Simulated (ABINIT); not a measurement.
# A GW chain in ABINIT: LiBH4 (F-43m), part 2 of 3

Wanted: ground state, empty states, screening and self-energy for LiBH4 (F-43m).

ABINIT 10.8.3; PBEsol and many-body steps on it, plane waves. Known limits of the many-body steps: not at the basis limit; coarse k mesh.

So far. Step 2 (Ground state): The gap is indirect, with the least direct gap 0.31 eV higher.

## Step 3: Bands along the symmetry lines

Level of this step: DFT, PBEsol, plane waves, norm-conserving pseudopotentials (ABINIT).

The cheap functional maps the bands first; the places of the edges decide which points the dearer methods must see.

Contents of run.abi:

```
acell 3*1.0 Angstrom
rprim 
  0.000000000000 2.855319000000 2.855319000000
  2.855319000000 0.000000000000 2.855319000000
  2.855319000000 2.855319000000 -0.000000000000
ntypat 3
znucl 3 5 1
natom 6
typat 1 2 3 3 3 3
xred 
  0.000000000000 0.000000000000 0.000000000000
  0.500000000000 0.500000000000 0.500000000000
  0.376786667500 0.376786667500 0.376786667500
  0.869639997500 0.376786667500 0.376786667500
  0.376786667500 0.376786667500 0.869639997500
  0.376786667500 0.869639997500 0.376786667500
pp_dirpath "pseudos"
pseudos "Li.upf, B.upf, H.upf"
ecut 34
iscf -2
irdden 1
kptopt 0
nkpt 50
kpt 
  0.00000000 0.00000000 0.00000000
  -0.06250000 -0.06250000 0.00000000
  -0.12500000 -0.12500000 0.00000000
  -0.18750000 -0.18750000 0.00000000
  -0.25000000 -0.25000000 0.00000000
  -0.31250000 -0.31250000 0.00000000
  -0.37500000 -0.37500000 0.00000000
  -0.43750000 -0.43750000 0.00000000
  -0.50000000 -0.50000000 0.00000000
  -0.48437500 -0.48437500 0.03125000
  -0.46875000 -0.46875000 0.06250000
  -0.45312500 -0.45312500 0.09375000
  -0.43750000 -0.43750000 0.12500000
  -0.42187500 -0.42187500 0.15625000
  -0.40625000 -0.40625000 0.18750000
  -0.39062500 -0.39062500 0.21875000
  -0.37500000 -0.37500000 0.25000000
  -0.37500000 0.00000000 0.37500000
  -0.32812500 0.00000000 0.32812500
  -0.28125000 0.00000000 0.28125000
  -0.23437500 0.00000000 0.23437500
  -0.18750000 0.00000000 0.18750000
  -0.14062500 0.00000000 0.14062500
  -0.09375000 0.00000000 0.09375000
  -0.04687500 0.00000000 0.04687500
  0.00000000 0.00000000 0.00000000
  0.00000000 0.00000000 0.06250000
  0.00000000 0.00000000 0.12500000
  0.00000000 0.00000000 0.18750000
  0.00000000 0.00000000 0.25000000
  0.00000000 0.00000000 0.31250000
  0.00000000 0.00000000 0.37500000
  0.00000000 0.00000000 0.43750000
  -0.00000000 0.00000000 0.50000000
  -0.06250000 -0.03125000 0.46875000
  -0.12500000 -0.06250000 0.43750000
  -0.18750000 -0.09375000 0.40625000
  -0.25000000 -0.12500000 0.37500000
  -0.31250000 -0.15625000 0.34375000
  -0.37500000 -0.18750000 0.31250000
  -0.43750000 -0.21875000 0.28125000
  -0.50000000 -0.25000000 0.25000000
  -0.50000000 -0.28125000 0.21875000
  -0.50000000 -0.31250000 0.18750000
  -0.50000000 -0.34375000 0.15625000
  -0.50000000 -0.37500000 0.12500000
  -0.50000000 -0.40625000 0.09375000
  -0.50000000 -0.43750000 0.06250000
  -0.50000000 -0.46875000 0.03125000
  -0.50000000 -0.50000000 0.00000000
istwfk *1
nband 12
nbdbuf 2
tolwfr 1e-08
nstep 40
prtwf 0
prtvol 0
indata_prefix "in"
outdata_prefix "out"
tmpdata_prefix "tmp"
```

Started as:

```console
OMP_NUM_THREADS=1 mpirun -n 4 abinit run.abi > log
```

Numbers of over 12 decimals in the logs are rounded to 6 here.

The program printed:

```text
.Version 10.8.3 of ABINIT. v10.8.2 released Aug 2026.

 Symmetries : space group F-4 3 m (#216); Bravais cF (face-center cubic)
[... echo of the input left out ...]
== DATASET  1 ==================================================================
-   mpi_nproc: 4, omp_nthreads: 1 (-1 if OMP is not activated)

--- !DatasetInfo
iteration_state: {dtset: 1, }
dimensions: {natom: 6, nkpt: 50, mband: 12, nsppol: 1, nspinor: 1, nspden: 1, mpw: 3004, }
cutoff_energies: {ecut:  34.0, pawecutdg:  -1.0, }
electrons: {nelect:   1.00000000E+01, charge:   0.00000000E+00, occopt:   1.00000000E+00, tsmear:   1.00000000E-02, }

 Real(R)+Recip(G) space primitive vectors, cartesian coordinates (Bohr,Bohr^-1):
 R(1)=  0.0000000  5.3957709  5.3957709  G(1)= -0.0926652  0.0926652  0.0926652
 R(2)=  5.3957709  0.0000000  5.3957709  G(2)=  0.0926652 -0.0926652  0.0926652
 R(3)=  5.3957709  5.3957709  0.0000000  G(3)=  0.0926652  0.0926652 -0.0926652
 Unit cell volume ucvol=  3.1418866E+02 bohr^3
 Angles (23,13,12)=  6.00000000E+01  6.00000000E+01  6.00000000E+01 degrees

 getcut: wavevector=  0.0000  0.0000  0.0000  ngfft=  45  45  45
         ecut(hartree)=     34.000   => boxcut(ratio)=   2.19674

--- Pseudopotential description ------------------------------------------------
- Li Generated using ONCVPSP code by D. R. Hamann
-  3.00000   3.00000  180301                  znucl, zion, pspdat
12 -116133 1 -1 1944                          pspcod,pspxc,lmax,lloc,mmax
     nproj     2     2
  pspatm : epsatm=    2.60875052
         --- l  ekb(1:nproj) -->
             0   -4.855856   -1.482423
             1   -2.171544   -0.427615
 pspatm: atomic psp has been read  and splines computed

- B Generated using ONCVPSP code by D. R. Hamann
-  5.00000   3.00000  180301                  znucl, zion, pspdat
12 -116133 1 -1 1534                          pspcod,pspxc,lmax,lloc,mmax
     nproj     2     2
  pspatm : epsatm=    3.20154509
         --- l  ekb(1:nproj) -->
             0    8.466603    1.247630
[...]
pspatm: atomic psp has been read  and splines computed

- H Generated using ONCVPSP code by D. R. Hamann
-  1.00000   1.00000  180301                  znucl, zion, pspdat
12 -116133 1 -1 1180                          pspcod,pspxc,lmax,lloc,mmax
     nproj     2     1
  pspatm : epsatm=    0.35585368
         --- l  ekb(1:nproj) -->
[...]
1   -0.494138
 pspatm: atomic psp has been read  and splines computed

--------------------------------------------------------------------------------

================================================================================
 prteigrs : about to open file out_EIG
 Non-SCF case, kpt    1 (  0.00000  0.00000  0.00000), residuals and eigenvalues=
  1.55E-09  9.14E-10  2.12E-09  2.63E-09  4.54E-09  3.80E-09  1.94E-09  4.75E-09
  7.99E-09  7.89E-09  2.89E-09  7.67E-09
[...]
2.01E-09  2.34E-09  4.03E-09  3.22E-09  8.69E-09  7.29E-09  4.56E-09  4.14E-09
  7.44E-09  1.40E-09  6.37E-05  2.33E-07
[...]
Non-SCF case, kpt   49 ( -0.50000 -0.46875  0.03125), residuals and eigenvalues=
[...]
Non-SCF case, kpt   50 ( -0.50000 -0.50000  0.00000), residuals and eigenvalues=
[...]
-1.6750E+00 -2.8561E-01 -2.0120E-01 -1.0646E-01 -1.0646E-01  1.5164E-01
  1.8441E-01  3.3762E-01  3.4702E-01  3.4702E-01  4.6918E-01  4.6918E-01

--- !ResultsGS
iteration_state: {dtset: 1, }
comment   : Summary of ground state results
lattice_vectors:
- [  0.0000000,   5.3957709,   5.3957709, ]
- [  5.3957709,   0.0000000,   5.3957709, ]
- [  5.3957709,   5.3957709,  -0.0000000, ]
lattice_lengths: [   7.63077,    7.63077,    7.63077, ]
lattice_angles: [ 60.000,  60.000,  60.000, ] # degrees, (23, 13, 12)
lattice_volume:   3.1418866E+02
convergence: {deltae:  0.000E+00, res2:  0.000E+00, residm:  9.980E-09, diffor:  0.000E+00, }
etotal    :  -1.24486064E+01
entropy   :   0.00000000E+00
fermie    :  -7.08920318E-02
cartesian_stress_tensor: null
pressure_GPa: null
xred      :
- [  0.0000E+00,   0.0000E+00,   0.0000E+00, Li]
- [  5.0000E-01,   5.0000E-01,   5.0000E-01,  B]
- [  3.7679E-01,   3.7679E-01,   3.7679E-01,  H]
- [  8.6964E-01,   3.7679E-01,   3.7679E-01,  H]
- [  3.7679E-01,   3.7679E-01,   8.6964E-01,  H]
- [  3.7679E-01,   8.6964E-01,   3.7679E-01,  H]
cartesian_forces: null
force_length_stats: {min: null, max: null, mean: null, }

 Integrated electronic density in atomic spheres:
 ------------------------------------------------
 Atom  Sphere_radius  Integrated_density
[...]
================================================================================

 ----iterations are completed or convergence reached----

 Mean square residual over all n,k,spin=   44.308E-10; max=  99.797E-10
 reduced coordinates (array xred) for    6 atoms
[...]
0.376786667500      0.376786667500      0.869639997500
       0.376786667500      0.869639997500      0.376786667500

 cartesian coordinates (angstrom) at end:
[...]
length scales=  1.889726125908  1.889726125908  1.889726125908 bohr
              =  1.000000000000  1.000000000000  1.000000000000 angstroms
 prteigrs : about to open file out_EIG
 Eigenvalues (hartree) for nkpt=  50  k points:
 kpt#   1, nband= 12, wtk=  1.00000, kpt=  0.0000  0.0000  0.0000 (reduced coord)
[...]
kpt#   2, nband= 12, wtk=  1.00000, kpt= -0.0625 -0.0625  0.0000 (reduced coord)
[...]
kpt#   3, nband= 12, wtk=  1.00000, kpt= -0.1250 -0.1250  0.0000 (reduced coord)
[...]
kpt#  49, nband= 12, wtk=  1.00000, kpt= -0.5000 -0.4687  0.0313 (reduced coord)
  -1.67500   -0.28561   -0.20100   -0.10702   -0.10650    0.15319    0.18539    0.33319
   0.34451    0.35032    0.46809    0.46865
 kpt#  50, nband= 12, wtk=  1.00000, kpt= -0.5000 -0.5000  0.0000 (reduced coord)
  -1.67499   -0.28561   -0.20120   -0.10646   -0.10646    0.15164    0.18441    0.33762
   0.34702    0.34702    0.46918    0.46918

== END DATASET(S) ==============================================================
================================================================================

 -outvars: echo values of variables after computation  --------
            nband          12
             nkpt          50
          spgroup         216
 [... the other variables as echoed above ...]

 Calculation completed.
```

The job ended after 15 s (4 MPI ranks of Arm Neoverse N1, shared host; peak memory 0.28 GiB).

This step gave:

* gap: 5.992 eV
* k of the valence top: 0, 0, 0
* k of the conduction bottom: 0, 0, 0.5
* least direct gap: 6.297 eV

The gap is 5.992 eV, as in the run before at this level.

Electronic bands along the path, in eV, zero at the top of the highest filled band; v1 is the highest filled band, c1 the lowest empty one:

```csv
point,v4,v3,v2,v1,c1,c2,c3,c4
Γ,-7.80,0.00,0.00,0.00,7.22,8.80,8.80,8.80
halfway,-7.11,-1.56,-0.52,-0.52,6.85,8.25,9.19,9.72
X,-5.84,-3.55,-0.97,-0.97,6.06,6.95,11.12,11.37
halfway,-5.85,-3.50,-1.13,-0.91,6.33,7.20,10.54,11.04
U,-5.92,-3.36,-1.37,-0.76,6.68,7.99,9.85,10.32
jump to K,-5.92,-3.36,-1.37,-0.76,6.68,7.99,9.85,10.32
halfway,-7.06,-1.83,-0.73,-0.15,7.44,7.68,9.19,9.46
Γ,-7.80,0.00,0.00,0.00,7.22,8.80,8.80,8.80
halfway,-7.30,-1.55,-0.16,-0.16,6.77,8.86,8.86,9.04
L,-6.53,-3.12,-0.30,-0.30,5.99,8.35,8.35,10.87
halfway,-6.24,-3.12,-1.07,-0.57,6.97,7.90,9.16,10.08
W,-5.85,-3.38,-1.37,-0.99,7.74,8.11,8.97,9.32
halfway,-5.84,-3.47,-1.17,-0.98,6.68,7.36,10.15,10.47
X,-5.84,-3.55,-0.97,-0.97,6.06,6.95,11.12,11.37
```

The electronic bands as a text plot (rows in eV, shown from -8.0 to 9.5 only):

```
    9.1 |+++++++            +++++++++++++++++        ++++++++
    8.4 | +  +++           +         +  ++++ +++++++++   +++
    7.6 | ++++  +++     +++ ++++++++++  +++           ++++++++
    6.9 |+    ++   +++++ +++++        ++   ++        ++      ++++
    6.2 |       +++++++++                    ++++++++         +++
    5.5 |
    4.7 |
    4.0 |
    3.3 |
    2.5 |
    1.8 |
    1.1 |
    0.4 |
   -0.4 |*********         *****************************
   -1.1 |    *    ************** **        *         ************
   -1.8 |     **                *           ***
   -2.5 |       ***         ****               *
   -3.3 |          *********                    *****************
   -4.0 |
   -4.7 |
   -5.5 |
   -6.2 |         ************                   ****************
   -6.9 |     ****            ***            ****
   -7.6 |*****                   ************
         Γ           X  U|K            Γ         L        W     X
```

## Step 4: Empty states on the mesh, 4×4×4 mesh, 67 bands

The sums over transitions need many empty states on a uniform mesh; this step solves for them.

Contents of run.abi:

```
acell 3*1.0 Angstrom
rprim 
  0.000000000000 2.855319000000 2.855319000000
  2.855319000000 0.000000000000 2.855319000000
  2.855319000000 2.855319000000 -0.000000000000
ntypat 3
znucl 3 5 1
natom 6
typat 1 2 3 3 3 3
xred 
  0.000000000000 0.000000000000 0.000000000000
  0.500000000000 0.500000000000 0.500000000000
  0.376786667500 0.376786667500 0.376786667500
  0.869639997500 0.376786667500 0.376786667500
  0.376786667500 0.376786667500 0.869639997500
  0.376786667500 0.869639997500 0.376786667500
pp_dirpath "pseudos"
pseudos "Li.upf, B.upf, H.upf"
ecut 34
ngkpt 4 4 4
nshiftk 1
shiftk 0 0 0
kptopt 1
chksymbreak 0
iscf -2
irdden 1
istwfk *1
nband 67
nbdbuf 6
tolwfr 1e-09
nstep 60
prtvol 0
indata_prefix "in"
outdata_prefix "out"
tmpdata_prefix "tmp"
```

The program printed:

```text
.Version 10.8.3 of ABINIT. v10.8.2 released Aug 2026.

 Symmetries : space group F-4 3 m (#216); Bravais cF (face-center cubic)
[... echo of the input left out ...]
== DATASET  1 ==================================================================
-   mpi_nproc: 4, omp_nthreads: 1 (-1 if OMP is not activated)

--- !DatasetInfo
iteration_state: {dtset: 1, }
dimensions: {natom: 6, nkpt: 8, mband: 67, nsppol: 1, nspinor: 1, nspden: 1, mpw: 2996, }
cutoff_energies: {ecut:  34.0, pawecutdg:  -1.0, }
electrons: {nelect:   1.00000000E+01, charge:   0.00000000E+00, occopt:   1.00000000E+00, tsmear:   1.00000000E-02, }

 Real(R)+Recip(G) space primitive vectors, cartesian coordinates (Bohr,Bohr^-1):
 R(1)=  0.0000000  5.3957709  5.3957709  G(1)= -0.0926652  0.0926652  0.0926652
 R(2)=  5.3957709  0.0000000  5.3957709  G(2)=  0.0926652 -0.0926652  0.0926652
 R(3)=  5.3957709  5.3957709  0.0000000  G(3)=  0.0926652  0.0926652 -0.0926652
 Unit cell volume ucvol=  3.1418866E+02 bohr^3
 Angles (23,13,12)=  6.00000000E+01  6.00000000E+01  6.00000000E+01 degrees

 getcut: wavevector=  0.0000  0.0000  0.0000  ngfft=  45  45  45
         ecut(hartree)=     34.000   => boxcut(ratio)=   2.19674

--- Pseudopotential description ------------------------------------------------
- Li Generated using ONCVPSP code by D. R. Hamann
-  3.00000   3.00000  180301                  znucl, zion, pspdat
12 -116133 1 -1 1944                          pspcod,pspxc,lmax,lloc,mmax
     nproj     2     2
  pspatm : epsatm=    2.60875052
         --- l  ekb(1:nproj) -->
             0   -4.855856   -1.482423
             1   -2.171544   -0.427615
 pspatm: atomic psp has been read  and splines computed

- B Generated using ONCVPSP code by D. R. Hamann
-  5.00000   3.00000  180301                  znucl, zion, pspdat
12 -116133 1 -1 1534                          pspcod,pspxc,lmax,lloc,mmax
     nproj     2     2
  pspatm : epsatm=    3.20154509
         --- l  ekb(1:nproj) -->
             0    8.466603    1.247630
[...]
pspatm: atomic psp has been read  and splines computed

- H Generated using ONCVPSP code by D. R. Hamann
-  1.00000   1.00000  180301                  znucl, zion, pspdat
12 -116133 1 -1 1180                          pspcod,pspxc,lmax,lloc,mmax
     nproj     2     1
  pspatm : epsatm=    0.35585368
         --- l  ekb(1:nproj) -->
[...]
1   -0.494138
 pspatm: atomic psp has been read  and splines computed

--------------------------------------------------------------------------------

================================================================================
 prteigrs : about to open file out_EIG
 Non-SCF case, kpt    1 (  0.00000  0.00000  0.00000), residuals and eigenvalues=
  9.16E-10  1.62E-10  5.86E-11  1.12E-10  3.23E-10  1.12E-10  3.52E-11  7.74E-11
  1.26E-10  9.07E-11  5.73E-11  1.77E-10  9.66E-10  1.87E-11  1.27E-10  1.72E-10
  1.12E-10  2.97E-10  7.90E-10  5.06E-11  1.23E-10  4.60E-10  7.20E-11  1.30E-10
[...]
-1.6750E+00 -3.5746E-01 -7.0892E-02 -7.0892E-02 -7.0892E-02  1.9439E-01
  2.5260E-01  2.5260E-01  2.5260E-01  3.2405E-01  3.8658E-01  3.8658E-01
  3.8658E-01  4.5468E-01  4.5468E-01  6.8373E-01  7.9495E-01  7.9495E-01
[...]
1.7669E+00  1.7926E+00  1.7926E+00  1.7926E+00  1.8709E+00  2.1104E+00
  2.2730E+00  2.2730E+00  2.2730E+00  2.3973E+00  2.3973E+00  2.4969E+00
  2.4969E+00
 prteigrs : prtvol=0 or 1, do not print more k-points.

--- !ResultsGS
iteration_state: {dtset: 1, }
comment   : Summary of ground state results
lattice_vectors:
- [  0.0000000,   5.3957709,   5.3957709, ]
- [  5.3957709,   0.0000000,   5.3957709, ]
- [  5.3957709,   5.3957709,  -0.0000000, ]
lattice_lengths: [   7.63077,    7.63077,    7.63077, ]
lattice_angles: [ 60.000,  60.000,  60.000, ] # degrees, (23, 13, 12)
lattice_volume:   3.1418866E+02
convergence: {deltae:  0.000E+00, res2:  0.000E+00, residm:  9.954E-10, diffor:  0.000E+00, }
etotal    :  -1.24486064E+01
entropy   :   0.00000000E+00
fermie    :  -7.08920318E-02
cartesian_stress_tensor: null
pressure_GPa: null
xred      :
- [  0.0000E+00,   0.0000E+00,   0.0000E+00, Li]
- [  5.0000E-01,   5.0000E-01,   5.0000E-01,  B]
- [  3.7679E-01,   3.7679E-01,   3.7679E-01,  H]
- [  8.6964E-01,   3.7679E-01,   3.7679E-01,  H]
- [  3.7679E-01,   3.7679E-01,   8.6964E-01,  H]
- [  3.7679E-01,   8.6964E-01,   3.7679E-01,  H]
cartesian_forces: null
force_length_stats: {min: null, max: null, mean: null, }

 Integrated electronic density in atomic spheres:
 ------------------------------------------------
 Atom  Sphere_radius  Integrated_density
[...]
================================================================================

 ----iterations are completed or convergence reached----

 Mean square residual over all n,k,spin=   35.365E-11; max=  99.543E-11
 reduced coordinates (array xred) for    6 atoms
[...]
0.376786667500      0.869639997500      0.376786667500

 cartesian coordinates (angstrom) at end:
    1      0.000000     0.000000     0.000000
    2      2.855319     2.855319     2.855319
    3      2.151692     2.151692     2.151692
    4      2.151692     3.558946     3.558946
    5      3.558946     3.558946     2.151692
    6      3.558946     2.151692     3.558946
 length scales=  1.889726125908  1.889726125908  1.889726125908 bohr
              =  1.000000000000  1.000000000000  1.000000000000 angstroms
 prteigrs : about to open file out_EIG
 Eigenvalues (hartree) for nkpt=   8  k points:
 kpt#   1, nband= 67, wtk=  0.01563, kpt=  0.0000  0.0000  0.0000 (reduced coord)
[...]
1.68694    1.71217    1.71217    1.73644    1.73644    1.73644    1.76686    1.79256
   1.79256    1.79256    1.87085    2.11040    2.27300    2.27300    2.27300    2.39728
   2.39729    2.49688    2.49689
 prteigrs : prtvol=0 or 1, do not print more k-points.

== END DATASET(S) ==============================================================
================================================================================

 -outvars: echo values of variables after computation  --------
            nband          67
             nkpt           8
          spgroup         216
 [... the other variables as echoed above ...]

 Calculation completed.
```

The job ended after 20 s (4 MPI ranks; peak memory 0.28 GiB).

Numbers from this step:

| Property | Result |
| --- | --- |
| gap | 5.992 eV |
| k of the valence top | 0, 0, 0 |
| k of the conduction bottom | 0.5, 0, 0 |
| least direct gap | 6.297 eV |
| k points computed | 8 |
| lowest point of the top converged band, above the valence top | 59.1513 eV |

On this mesh the gap is 5.992 eV.

(Continued in part 3 of 3.)

[Paths, hosts, dates, memory and timing lines, banners, echoed tables and standing remarks are left out of the program output.]

[Logs are printed without paths, hosts, clocks, repeated set-up lines and the standing remarks that a program may print on its own settings, such as how far it seeks lower states.]

[Runs of the session that timed out or met a known fault of the program may be left out.]

[Hosts, paths, dates, database ids (printed as entryN), source tags and the programs' standing remarks are cut or masked in the printed files.]

[G0W0 gaps are taken among the corrected bands and points alone; a level outside them can change the order at an edge.]

[Where Ansatz stands beside ABINIT at settings called matched, ABINIT's density can come from a denser mesh and the files from another edition; pairs whose starting gaps differed by over 0.03 eV were left out, so agreement reads better than it is.]
